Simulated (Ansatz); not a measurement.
# How many bands does the GW gap of BaTiO3 (R3m) need?, part 2 of 2

Aim: see how the G0W0 gap of BaTiO3 (R3m) on LDA moves with empty bands and screening cutoff, and what each rung costs.

Ansatz 0.2.0; G0W0 on LDA, plane waves, PAW. Known limits of the many-body steps: not at the basis limit; no spin-orbit coupling.

So far. Step 2 (168 empty bands, screening to 110 eV): The gap on the mesh goes from 2.35 eV to 4.08 eV, a correction of +1.73 eV. Between the two edge states, bare exchange in place of the xc potential would open the gap by 12.44 eV, and correlation takes back 10.71 eV. Step 3 (381 empty bands, screening to 190 eV): Against the run with 6×6×6 mesh, 168 empty bands, screening to 110 eV, hard PAW files, the gap moves by +0.03 eV.

## (4) 646 empty bands, screening to 270 eV

input.yaml

```yaml
crystal:
  lattice:
    - [2.8273666084, 1.6323808724, 2.3183934932]
    - [-2.8273666084, 1.6323808724, 2.3183934932]
    - [0.0, -3.2647617449, 2.3183934932]
  atoms:
    - { symbol: Ba, position: [0.0, 0.0, 0.0] }
    - { symbol: Ti, position: [0.4845, 0.4845, 0.4845] }
    - { symbol: O, position: [0.5086, 0.5086, 0.0175] }
    - { symbol: O, position: [0.0175, 0.5086, 0.5086] }
    - { symbol: O, position: [0.5086, 0.0175, 0.5086] }
kpoints:
  mp_grid: { grid: [6, 6, 6] }
hamiltonian:
  xc: lda
  pseudopotentials: { kind: paw, source: ansatz }
scf:
  occupations: { method: fixed }
gw:
  n_empty_bands: 646
  ecut_chi: 270.0
  qp_bands: [v2, c2]
  qp_kpoints: band_edges
  screening: { model: contour_deformation }
```

Started as:

```bash
> ansatz run input.yaml --threads 4 --pin off --max-ram 138240MiB --backend cuda --events-out ev --progress --plain --runs-dir out --devices 1 --max-vram 26GiB
```

Numbers of over 12 decimals in the logs are rounded to 6 here.

The log of the run:

```text
GPUs: using 1 of 1 available (devices: 1).
[...]
GPU FFT provider: cuFFT
GPU libraries: cuBLAS 13.8.2, cuFFT 12.4.0, cuSOLVER 12.3.4
Crystal: 5 atoms, lattice volume = 64.201 Å³
Basis set: ecut = 930 eV, 4103 PW (Γ)
Bands: 25, of which v1, the nominal top of the filled ones, is band 20 counted from 1 (19 counted from 0)
Symmetry: 6 space group operations
[...]
k-points: 32 of 216 (time reversal used)
[...]
1    22     12.6078   -13.6094    -6.5698   -21.3525  0.7301    13.8076    13.7811  root
[...]
31    19      9.8602   -25.7254     4.2181   -20.8869  0.7176     9.2324     9.2399  root
    31    20      9.8747   -25.7490     4.2272   -20.9005  0.7177     9.2459     9.2534  root
    31    21     14.2304   -14.5891    -7.9456   -23.7007  0.6822    15.4425    15.3964  root
    31    22     14.3803   -14.6902    -8.0392   -23.8989  0.6789    15.5981    15.5498  root
[key lines of the parts left out:]
SCF converged after 10 iterations
Free energy (F): -9890.376212 eV
Fermi energy:    9.874652 eV
```

It took 5 min on 1 × NVIDIA H100 80GB HBM3 (shared by 3 runs) with 4 threads of AMD EPYC 7R13 (Zen 3), shared host; peak memory 5.1 GiB.

This step gave:

| Quantity | Value |
| --- | --- |
| bands summed | 666 |
| RPA ε∞ on this mesh (eigenvalues) | 5.368, 5.846, 5.846 |
| plane waves in the screening matrix | 619 |
| G0W0 gap on the mesh | 4.150 eV |
| k of the valence top | -0.5, -0.5, -0.5 |
| k of the conduction bottom | 0, 0, 0 |
| starting gap on the mesh | 2.347 eV |
| least direct G0W0 gap on the computed points | 4.478 eV |

Against the run with 6×6×6 mesh, 381 empty bands, screening to 190 eV, hard PAW files, the gap moves by +0.03 eV.

## (5) 1079 empty bands, screening to 380 eV

input.yaml, as its differences from that of step 4:

```diff
@@ -19,4 +19,4 @@
 gw:
-  n_empty_bands: 646
-  ecut_chi: 270.0
+  n_empty_bands: 1079
+  ecut_chi: 380
   qp_bands: [v2, c2]
```

The log of the run:

```text
GPUs: using 1 of 1 available (devices: 1).
[...]
GPU FFT provider: cuFFT
GPU libraries: cuBLAS 13.8.2, cuFFT 12.4.0, cuSOLVER 12.3.4
Crystal: 5 atoms, lattice volume = 64.201 Å³
Basis set: ecut = 930 eV, 4103 PW (Γ)
Bands: 25, of which v1, the nominal top of the filled ones, is band 20 counted from 1 (19 counted from 0)
Symmetry: 6 space group operations
[...]
k-points: 32 of 216 (time reversal used)
[...]
1    22     12.6078   -13.6094    -6.6702   -21.3525  0.7288    13.7026    13.6807  root
[...]
31    19      9.8602   -25.7254     4.0986   -20.8869  0.7161     9.1095     9.1204  root
    31    20      9.8747   -25.7490     4.1075   -20.9005  0.7162     9.1228     9.1338  root
    31    21     14.2304   -14.5891    -8.0582   -23.7007  0.6805    15.3207    15.2838  root
    31    22     14.3803   -14.6902    -8.1531   -23.8989  0.6772    15.4745    15.4359  root
[key lines of the parts left out:]
SCF converged after 10 iterations
Free energy (F): -9890.376212 eV
Fermi energy:    9.874652 eV
```

Elapsed: 11 min, on 1 × NVIDIA H100 80GB HBM3 (shared by 3 runs) with 4 threads; peak memory 10 GiB.

This step gave:

* bands summed: 1099
* RPA ε∞ on this mesh (eigenvalues): 5.365, 5.842, 5.842
* plane waves in the screening matrix: 1045
* G0W0 gap on the mesh: 4.175 eV
* k of the valence top: -0.5, -0.5, -0.5
* k of the conduction bottom: 0, 0, 0
* starting gap on the mesh: 2.347 eV
* least direct G0W0 gap on the computed points: 4.507 eV

Against the run with 6×6×6 mesh, 646 empty bands, screening to 270 eV, hard PAW files, the gap moves by +0.03 eV.

## (6) Convergence and cost

Times are wall times on 1 × NVIDIA H100 80GB HBM3 (shared by 3 runs) with 4 threads of AMD EPYC 7R13 (Zen 3), shared host, good to a factor of about two.

| mesh | files | frequency | bands summed | cutoff (eV) | start (eV) | G0W0 (eV) | time | host memory (GiB) |
| --- | --- | --- | --- | --- | --- | --- | --- | --- |
| 6×6×6 | hard PAW | contour deformation | 188 | 110 | 2.347 | 4.082 | 72 s | 1.7 |
| 6×6×6 | hard PAW | contour deformation | 401 | 190 | 2.347 | 4.116 | 2 min | 3.0 |
| 6×6×6 | hard PAW | contour deformation | 666 | 270 | 2.347 | 4.150 | 5 min | 5.1 |
| 6×6×6 | hard PAW | contour deformation | 1099 | 380 | 2.347 | 4.175 | 11 min | 10 |

The parts of the quasiparticle energy at the two band edges (eV; QP = start + Σx + Σc − Vxc):

| run | edge | start | Σx | Σc | Vxc | Z | QP |
| --- | --- | --- | --- | --- | --- | --- | --- |
| 188 bands | valence top | 9.87 | -25.75 | 4.69 | -20.90 | 0.73 | 9.72 |
| 188 bands | conduction bottom | 12.22 | -13.04 | -6.02 | -20.63 | 0.74 | 13.80 |
| 401 bands | valence top | 9.87 | -25.75 | 4.39 | -20.90 | 0.72 | 9.42 |
| 401 bands | conduction bottom | 12.22 | -13.04 | -6.28 | -20.63 | 0.74 | 13.54 |
| 666 bands | valence top | 9.87 | -25.75 | 4.23 | -20.90 | 0.72 | 9.25 |
| 666 bands | conduction bottom | 12.22 | -13.04 | -6.41 | -20.63 | 0.74 | 13.40 |
| 1099 bands | valence top | 9.87 | -25.75 | 4.11 | -20.90 | 0.72 | 9.13 |
| 1099 bands | conduction bottom | 12.22 | -13.04 | -6.50 | -20.63 | 0.74 | 13.31 |

## (7) Summary of results

- 188 bands, 110 eV: 4.082 eV
- 401 bands, 190 eV: 4.116 eV
- 666 bands, 270 eV: 4.150 eV
- 1099 bands, 380 eV: 4.175 eV
- estimated limit in bands and cutoff: 4.21 eV
- mesh and start: 6×6×6, LDA

What this shows: A line in one over the bands through the two highest rungs gives 4.21 eV, +0.04 eV from the top rung; the pair below gives 4.20 eV, in fair agreement. The rungs stand 0.13 eV (188 bands), 0.10 eV (401 bands), 0.06 eV (666 bands) and 0.04 eV (1099 bands) from it. From 188 to 1099 bands the gap moves by +0.09 eV while the time grows 9.6-fold. Σc changes by −0.58 eV at the valence top and −0.49 eV at the conduction bottom, so the levels themselves move more than the gap between them. The cheapest rung within 0.1 eV of this estimate is that with 401 bands (2 min). Gaps are over the mesh's points; an edge off the mesh would be missed. The many-body steps are scalar-relativistic: spin-orbit coupling is not in them.

[Paths, hosts, dates, memory and timing lines, banners, echoed tables and standing remarks are left out of the program output.]

[Logs are printed without paths, hosts, clocks, repeated set-up lines and the standing remarks that a program may print on its own settings, such as how far it seeks lower states.]

[Runs of the session that timed out or met a known fault of the program may be left out.]

[Cells called generated may have been cut or substituted from an entry of the Crystallography Open Database or the Materials Project.]

[Hosts, paths, dates, database ids (printed as entryN), source tags and the programs' standing remarks are cut or masked in the printed files.]
